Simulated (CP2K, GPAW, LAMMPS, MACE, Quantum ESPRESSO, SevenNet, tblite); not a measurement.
**Amorphous Ge (66 atoms): one structure in several programs**

Wanted: errors and costs of other methods on amorphous Ge (66 atoms). A plane-wave run serves as the reference.

Method: Kohn-Sham DFT, PBE, SSSP efficiency 1.3.0 pseudopotentials, plane waves, in Quantum ESPRESSO 7.5.

**1. Starting point**

The cell holds 66 atoms: 66 Ge. Its edges and angles: a = 11.531 Å, b = 11.531 Å, c = 11.531 Å, α = 90.0°, β = 90.0°, γ = 90.0°. 66 atoms (66 Ge) placed at random at 5.19 g/cm³, melted at 3500 K for 10 ps at fixed volume with the Tersoff potential (Tersoff, Phys. Rev. B 39, 5566 (1989)). Quenched from 3500 K to 300 K at 5 K/ps and fixed volume, held 5 ps, then minimised at fixed cell.

**2. Reference: Quantum ESPRESSO, plane waves**

Contents of pw.in:

```
&control
  calculation = 'scf'
  pseudo_dir = './pseudo'
  outdir = './tmp'
  disk_io = 'none'
  tprnfor = .true.
  tstress = .true.
/
&system
  ibrav = 0
  nat = 66
  ntyp = 1
  ecutwfc = 45
  ecutrho = 360
  nosym = .true.
  occupations = 'smearing'
  smearing = 'fd'
  degauss = 0.003675
/
&electrons
  conv_thr = 3.3e-07
  electron_maxstep = 100
  mixing_beta = 0.2
  mixing_mode = 'local-TF'
  diagonalization = 'david'
/
ATOMIC_SPECIES
Ge 72.630 Ge.upf
CELL_PARAMETERS angstrom
11.53150 0.00000 0.00000
0.00000 11.53150 0.00000
0.00000 0.00000 11.53150
ATOMIC_POSITIONS crystal
Ge 0.06032 0.43496 0.61395
Ge 0.96997 0.62348 0.64661
Ge 0.00339 0.04159 0.89803
Ge 0.22273 0.39204 0.37434
Ge 0.18792 0.90764 0.96133
Ge 0.60648 0.19008 0.91224
Ge 0.71076 0.48723 0.85549
Ge 0.30773 0.18280 0.36654
Ge 0.36917 0.98789 0.05263
Ge 0.03840 0.99466 0.22054
Ge 0.55409 0.84736 0.83017
Ge 0.51433 0.45294 0.16191
[... 50 atom lines left out ...]
Ge 0.21781 0.47629 0.04328
Ge 0.62706 0.86338 0.31747
Ge 0.09796 0.09685 0.71398
Ge 0.55863 0.56870 0.98967
K_POINTS gamma
```

Started as:

```console
$ OMP_NUM_THREADS=1 pw.x -in pw.in > output.txt
```

What it wrote:

```text
Program PWSCF
     gamma-point specific algorithms are used
     sticks:   dense  smooth     PW     G-vecs:    dense   smooth      PW
     Sum       13621    6809   1701              1193703   421997   52635
     bravais-lattice index     =            0
     lattice parameter (alat)  =      21.7914  a.u.
     unit-cell volume          =   10347.9426 (a.u.)^3
     number of atoms/cell      =           66
     number of atomic types    =            1
     number of electrons       =       924.00
     number of Kohn-Sham states=          554
     kinetic-energy cutoff     =      45.0000  Ry
     charge density cutoff     =     360.0000  Ry
     scf convergence threshold =      3.3E-07
     mixing beta               =       0.2000
[... lines left out ...]
     number of k points=     1  Fermi-Dirac smearing, width (Ry)=  0.0037
[... lines left out ...]
     total energy              =  -14100.00801098 Ry
[... lines left out ...]
     total energy              =  -14099.77698820 Ry
[... lines left out ...]
     total energy              =  -14099.84491700 Ry
[... lines left out ...]
     total energy              =  -14099.84794269 Ry
[... lines left out ...]
     total energy              =  -14099.84794387 Ry
[... lines left out ...]
          k = 0.0000 0.0000 0.0000 ( 26318 PWs)   bands (ev):
   -16.9567 -16.9150 -16.9052 -16.8952 -16.8879 -16.8773 -16.8662 -16.8563
   -16.8384 -16.8300 -16.8275 -16.8262 -16.8253 -16.8173 -16.8152 -16.8132
   -16.8107 -16.8064 -16.8055 -16.8001 -16.7994 -16.7961 -16.7928 -16.7909
[...]
12.6742  12.7061  12.7321  12.7455  12.8784  12.9107  12.9713  12.9937
    13.0894  13.1203  13.1843  13.2224  13.2806  13.3445  13.3689  13.4613
    13.4811  13.5345
     the Fermi energy is     7.8957 ev
!    total energy              =  -14099.84794583 Ry
     estimated scf accuracy    <       0.00000008 Ry
     smearing contrib. (-TS)   =      -0.00908668 Ry
     internal energy E=F+TS    =  -14099.83885915 Ry
     The total energy is F=E-TS. E is the sum of the following terms:
     one-electron contribution =   -9483.13041312 Ry
     hartree contribution      =    5588.52564179 Ry
     xc contribution           =   -3847.73056604 Ry
     ewald contribution        =   -6357.50352177 Ry
     convergence has been achieved in  11 iterations
     Forces acting on atoms (cartesian axes, Ry/au):
     atom    1 type  1   force =    -0.00035568   -0.00270882    0.00853783
     atom    2 type  1   force =    -0.01018899    0.00241063    0.00375379
     atom    3 type  1   force =     0.00738091   -0.00983216    0.00203312
[...]
atom   65 type  1   force =     0.01175084    0.01817262    0.01168100
     atom   66 type  1   force =    -0.00300484   -0.01366520    0.00270602
     Total force =     0.122800     Total SCF correction =     0.001435
     Computing stress (Cartesian axis) and pressure
          total   stress  (Ry/bohr**3)                   (kbar)     P=       29.39
   0.00018179   0.00008048  -0.00001164           26.74       11.84       -1.71
   0.00008048   0.00016505  -0.00000462           11.84       24.28       -0.68
  -0.00001164  -0.00000462   0.00025244           -1.71       -0.68       37.13
     Message from routine punch:
     Nothing written, as per user request (disk_io='none')
```

The job ended after 15 min (1 thread of Arm Neoverse V1, shared host; peak memory 4.3 GiB).

Banners and routine set-up lines are dropped from the logs; longer cuts are marked.

Numbers from this run:

```
r.m.s. force component : 0.2244 eV/Å
longest force          : 0.7198 eV/Å
pressure               : 2.938 GPa
```

**3. Local order**

Density 5.19 g/cm³, 23.23 Å³ an atom.

Pair distribution function in bins of 0.1 Å:

| r (Å) | total |
| --- | --- |
| 2.25 | 0.00 |
| 2.35 | 0.60 |
| 2.45 | 6.50 |
| 2.55 | 3.65 |
| 2.65 | 1.21 |
| 2.75 | 0.15 |
| 2.85 | 0.00 |
| 2.95 | 0.00 |
| 3.05 | 0.12 |
| 3.15 | 0.22 |
| 3.25 | 0.10 |
| 3.35 | 0.20 |
| 3.45 | 0.47 |
| 3.55 | 0.49 |
| 3.65 | 0.80 |
| 3.75 | 1.32 |
| 3.85 | 1.43 |
| 3.95 | 2.33 |
| 4.05 | 1.78 |
| 4.15 | 2.28 |
| 4.25 | 1.99 |
| 4.35 | 1.15 |
| 4.45 | 1.02 |
| 4.55 | 0.92 |
| 4.65 | 0.62 |
| 4.75 | 0.77 |
| 4.85 | 0.86 |
| 4.95 | 0.73 |
| 5.05 | 0.70 |
| 5.15 | 0.91 |
| 5.25 | 0.67 |
| 5.35 | 0.98 |
| 5.45 | 0.98 |
| 5.55 | 0.85 |
| 5.65 | 1.12 |
| 5.75 | 0.86 |

Bonds by pair of elements; cutoffs follow the first minimum of g(r), held within bounds set by covalent radii, and pairs that aren't listed don't count as bonded (cutoffs were set anew for this text, so counts can differ from the run's own analysis):

| pair A-B | cutoff (Å) | bonds | mean length (Å) | spread (Å) | shortest (Å) | B about A | A about B |
| --- | --- | --- | --- | --- | --- | --- | --- |
| Ge-Ge | 2.93 | 135 | 2.50 | 0.071 | 2.37 | 4.09 | 4.09 |

How many atoms have how many bonded neighbours:

| element | mean | 4 | 5 |
| --- | --- | --- | --- |
| Ge | 4.09 | 60 | 6 |

Rings of the network by King's shortest-path rule, up to 12 atoms, one path for each pair of neighbours; H, halogens, alkali and alkaline-earth atoms are left out:

| ring size (atoms) | rings | per network atom |
| --- | --- | --- |
| 4 | 4 | 0.061 |
| 5 | 36 | 0.545 |
| 6 | 52 | 0.788 |
| 7 | 30 | 0.455 |
| 8 | 3 | 0.045 |

**4. The ladder**

The programs:
- CP2K 2026.2: Gaussian basis with GTH pseudopotentials and a plane-wave density; labels give functional, basis (MOLOPT sets; SR short-range, UZH the newer set with its own potentials), grid cutoff/relative cutoff and solver (OT: orbital transformation; TRS4, TC2, SIGN: linear-scaling purification with its sparsity filter), or its built-in tight binding.
- GPAW 26.7.0: PAW with atomic orbitals (LCAO), plane waves or a real-space grid of spacing h.
- MACE: machine-learned potential, published weights.
- Quantum ESPRESSO 7.5: plane waves; labels (QE) give functional, pseudopotential set and cutoffs of waves/density.
- SevenNet: machine-learned potential, published weights.
- tblite 0.8.0: extended tight binding, driven from Python.

All use the same cell and atoms; the electronic-structure runs use the same k-mesh, and an electronic temperature of 580 K (0.05 eV) where levels are smeared.

Differences are against the plane-wave reference, forces as r.m.s. over components; share is that over the reference's r.m.s. force, slope the least-squares factor from reference forces to these. Total energies of different programs have different zeros and aren't compared.

| run | Δ force, r.m.s. (meV/Å) | share (%) | slope | Δ pressure (GPa) | cores | CPU time | memory (GiB) |
| --- | --- | --- | --- | --- | --- | --- | --- |
| reference | - | - | - | - | 1 | 15 min | 4.3 |
| CP2K PBE, DZVP-MOLOPT (SR for Ge), 350/50 Ry, diagonalisation | 25.1 | 11.2 | 1.019 | 1.08 | 2 | 1.8 min | 2.2 |
| CP2K PBE, DZVP-UZH, 122/50 Ry, diagonalisation (coarse) | 29.5 | 13.2 | 1.019 | 0.826 | 2 | 99 s | 0.78 |
| CP2K PBE, DZVP-UZH, 350/20 Ry, diagonalisation (coarse) | 31.6 | 14.1 | 1.017 | 0.906 | 2 | 1.7 min | 2.2 |
| CP2K PBE, DZVP-UZH, 350/50 Ry, diagonalisation | 29.6 | 13.2 | 1.019 | 0.826 | 2 | 2.5 min | 2.2 |
| CP2K PBE, DZVP-UZH, 489/50 Ry, diagonalisation | 29.6 | 13.2 | 1.019 | 0.826 | 4 | 3.6 min | 4.9 |
| CP2K PBE, TZV2P-UZH, 350/50 Ry, diagonalisation | 14.5 | 6.46 | 1.022 | 0.672 | 4 | 7.8 min | 5.0 |
| CP2K TPSS, PBE potentials, DZVP-UZH, 350/50 Ry, diagonalisation | 39.6 | 17.7 | 1.052 | 1.02 | 4 | 7.2 min | 3.6 |
| GPAW PBE, LCAO dzp, h 0.2 Å | 42.8 | 19.1 | 1.089 | - | 1 | 3.5 min | 1.3 |
| GPAW PBE, LCAO dzp, h 0.2 Å, other mixer settings | 42.9 | 19.1 | 1.088 | - | 1 | 4.3 min | 1.3 |
| GPAW PBE, LCAO sz(dzp), h 0.2 Å (coarse) | 133 | 59.2 | 1.288 | - | 1 | 61 s | 1.0 |
| GPAW PBE, LCAO szp(dzp), h 0.2 Å (coarse) | 114 | 50.9 | 1.244 | - | 1 | 2.7 min | 1.3 |
| MACE MP-0b3 medium potential | 182 | 81.2 | 0.408 | -1.52 | 1 | 9.1 s | 0.78 |
| MACE MPA-0 medium potential | 158 | 70.4 | 0.584 | -0.409 | 1 | 8.4 s | 0.79 |
| QE PBE+D3(BJ), sssp-1.3.0-efficiency, 45/360 Ry | 9.29 | 4.14 | 0.996 | -1.96 | 1 | 15 min | 4.3 |
| SevenNet 0 potential | 192 | 85.6 | 0.374 | -0.634 | 1 | 8.6 s | 0.7 |
| tblite GFN1-xTB | 106 | 47.3 | 0.755 | 1.33 | 1 | 7.1 s | 0.14 |

Rows marked coarse use a setting chosen to be so.

Times of the machine-learned potentials are mostly Python's start and the loading of weights.

CPU time is summed over cores on a shared host, where runs went side by side, so it is rough. Symmetry, cutoffs, thresholds, outputs and thread counts weren't matched or tuned between programs; memory under MPI is the largest rank's times the ranks.

Within one program, basis, potentials and functional, energies share a zero. Each run against its twin at the usual cutoff or grid and solver:

| run | twin | Δ energy (meV/atom) | Δ force, r.m.s. (meV/Å) | CPU time over the twin's |
| --- | --- | --- | --- | --- |
| CP2K PBE, DZVP-UZH, 122/50 Ry, diagonalisation | DZVP-UZH, 350/50 Ry, diagonalisation | 0.0085 | 0.757 | 0.65 |
| CP2K PBE, DZVP-UZH, 350/20 Ry, diagonalisation | DZVP-UZH, 350/50 Ry, diagonalisation | -2.06 | 14.0 | 0.67 |
| CP2K PBE, DZVP-UZH, 489/50 Ry, diagonalisation | DZVP-UZH, 350/50 Ry, diagonalisation | 1.0e-4 | 0.002 | 1.4 (this twin ran on 2 cores) |
| GPAW PBE, LCAO dzp, h 0.2 Å, other mixer settings | LCAO dzp, h 0.2 Å | 1.0e-4 | 1.69 | 1.2 |

**5. Summary of results**

- reference r.m.s. force component: 0.224 eV/Å
- nearest in forces: QE PBE+D3(BJ), sssp-1.3.0-efficiency, 45/360 Ry, 4.1 %
- farthest in forces: SevenNet 0 potential, 86 %
- cheapest electronic-structure run beside the reference: tblite GFN1-xTB, 7.1 s of CPU time

What this shows: The PBE runs in local orbitals, coarse settings apart, differ by 6.5 % (CP2K PBE, TZV2P-UZH, 350/50 Ry, diagonalisation) to 19 % (GPAW PBE, LCAO dzp, h 0.2 Å, other mixer settings); basis, grid and potentials can all enter. Tight binding differs by 47 % (tblite GFN1-xTB); it is another model, with fitted parameters of its own, and the xTB methods hold dispersion. Machine-learned potentials differ by 70 % (MACE MPA-0 medium potential) to 86 % (SevenNet 0 potential); they were trained on other programs' data. Among those trained on PBE data the slope goes as low as 0.37, with a correlation of 0.54, so directions differ as well as sizes. In the reference's own program, potentials and cutoffs, a change of model alone moves forces by 4.1 % (QE PBE+D3(BJ), sssp-1.3.0-efficiency, 45/360 Ry). Other rows with another functional or a dispersion term differ by 18 % (CP2K TPSS, PBE potentials, DZVP-UZH, 350/50 Ry, diagonalisation), which mixes the change of model with differences of basis and potentials, some of them made for another functional. Runs with settings chosen to be coarse differ by 13 % (CP2K PBE, DZVP-UZH, 122/50 Ry, diagonalisation) to 59 % (GPAW PBE, LCAO sz(dzp), h 0.2 Å), their programs' other errors included. Of the electronic-structure runs that take under half the reference's CPU time, CP2K PBE, DZVP-MOLOPT (SR for Ge), 350/50 Ry, diagonalisation comes nearest, at 11 % in 1.8 min against 15 min. In the reference: levels near the Fermi energy are neither full nor empty under the smearing, so no gap is quoted. In the reference: the first peak of g(r) lies near 2.5 Å. Periodic xTB results under one method name differ between programs and library versions. The potentials hold different valence shells: 924 electrons in the reference, 264 in GPAW and 264 in CP2K with DZVP-MOLOPT; this bears on time and differences. GPAW's setups keep the filled d shell of Ge in the core. The reference's pressure holds the uncorrected Pulay stress of its 45 Ry basis, so small pressure differences, and their order, may be the reference's own error. Machine-learned potentials mimic data converged in k, so the reference's own k-point error enters their differences. The quench rate of 5 K/ps is many orders above laboratory rates, so the cell is likely richer in defects and strain than a real sample. The network of bonds at the start is that of the classical potential that made the cell, and needn't be the one that DFT or experiment would give. The reference's pressure of 2.9 GPa belongs to unrelaxed atoms and would change as they relax. The electronic-structure runs sample only Γ, in a cell whose shortest periodic width is 12 Å, which is coarse for a cell with partly filled levels.

[Long decimals in the printed logs are rounded to 6 places.]

[Also dropped from logs without a mark: lines with file paths, logging warnings of Python, QE's lines on negative density and diagonalisation, SIESTA's first energy breakdown, zero terms and Voronoi charges.]

[Logs are printed without paths, hosts, clocks, repeated set-up lines and the standing remarks that a program may print on its own settings, such as how far it seeks lower states.]

[Hosts, paths, dates, database ids (printed as entryN), source tags and the programs' standing remarks are cut or masked in the printed files.]

[Not all failed runs are listed: runs killed by the host, ended in a Python traceback or in CONQUEST's support-function errors, and SIESTA runs with faulty potentials for Cu, Fe, Ni or Zn are left out.]
